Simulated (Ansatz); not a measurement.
# Settings and their price: (6,6) carbon nanotube bundle (120 atoms)

The cell holds 120 atoms: 120 C. Cell: a = 11.438 Å, b = 11.438 Å, c = 12.136 Å, α = 90.0°, β = 90.0°, γ = 120.0°. It derives from C (graphene). Graphene sheet (a = 2.46 Å) rolled into a (6,6) tube of diameter 8.14 Å, 5 periods, hexagonal bundle with 3.3 Å between walls; minimised with a classical potential (one cell length free).

Geometry: as built.

Reference run: Kohn-Sham DFT, PBE+D4, PAW (set soft_2), plane waves (Ansatz 0.2.0), cutoff 420 eV, k-mesh 2×2×1, fermi-dirac smearing of 0.05 eV.

| Item | Value |
| --- | --- |
| r.m.s. force component | 0.1846 eV/Å |
| pressure | 9.285 GPa |
| SCF cycles | 7 |
| time | 60 s on 4 threads of Arm Neoverse V1, shared host |

**Question.** The same geometry is run again with each of these changes. How far do the results move, and how long does each run take?
- support functions low
- support functions medium
- support functions medium, radius 3.37 Å

Each row is set against the plane-wave reference (Kohn-Sham DFT, PBE+D4, PAW (set soft_2), plane waves; r.m.s. force component 0.185 eV/Å). Energies are set beside the reference only for runs with its functional, potentials and electron count. Times are for 4 threads of Arm Neoverse V1, shared host. The reference's time includes the DOS, ELF, the stress and grids, which some other runs skip.

```csv
run,"Δ force, r.m.s. (meV/Å)",share of r.m.s. force (%),Δ energy (meV/atom),cycles,time,host memory (GiB)
reference,-,-,-,7,60 s,4.7
support functions low,3.15,1.71,-3.76,11,2.2 min,3.3
support functions medium,3.15,1.71,-3.76,12,2.4 min,3.4
"support functions medium, radius 3.37 Å",3.15,1.71,-3.76,12,2.3 min,3.3
```

Among numerical settings the force difference runs from 3.1 meV/Å (support functions medium) to 3.2 meV/Å (support functions medium, radius 3.37 Å). At 120 atoms the fastest of the runs at a preset level, support functions low, takes roughly 2.2 times the time of plane waves (whose run also made extra analyses, so the like-for-like ratio is larger), in 11 SCF cycles against 7. Differences between support functions and plane waves include what basis error the plane-wave run still has. 

[Logs are printed without paths, hosts, clocks, repeated set-up lines and the standing remarks that a program may print on its own settings, such as how far it seeks lower states.]

[Hosts, paths, dates, database ids (printed as entryN), source tags and the programs' standing remarks are cut or masked in the printed files.]
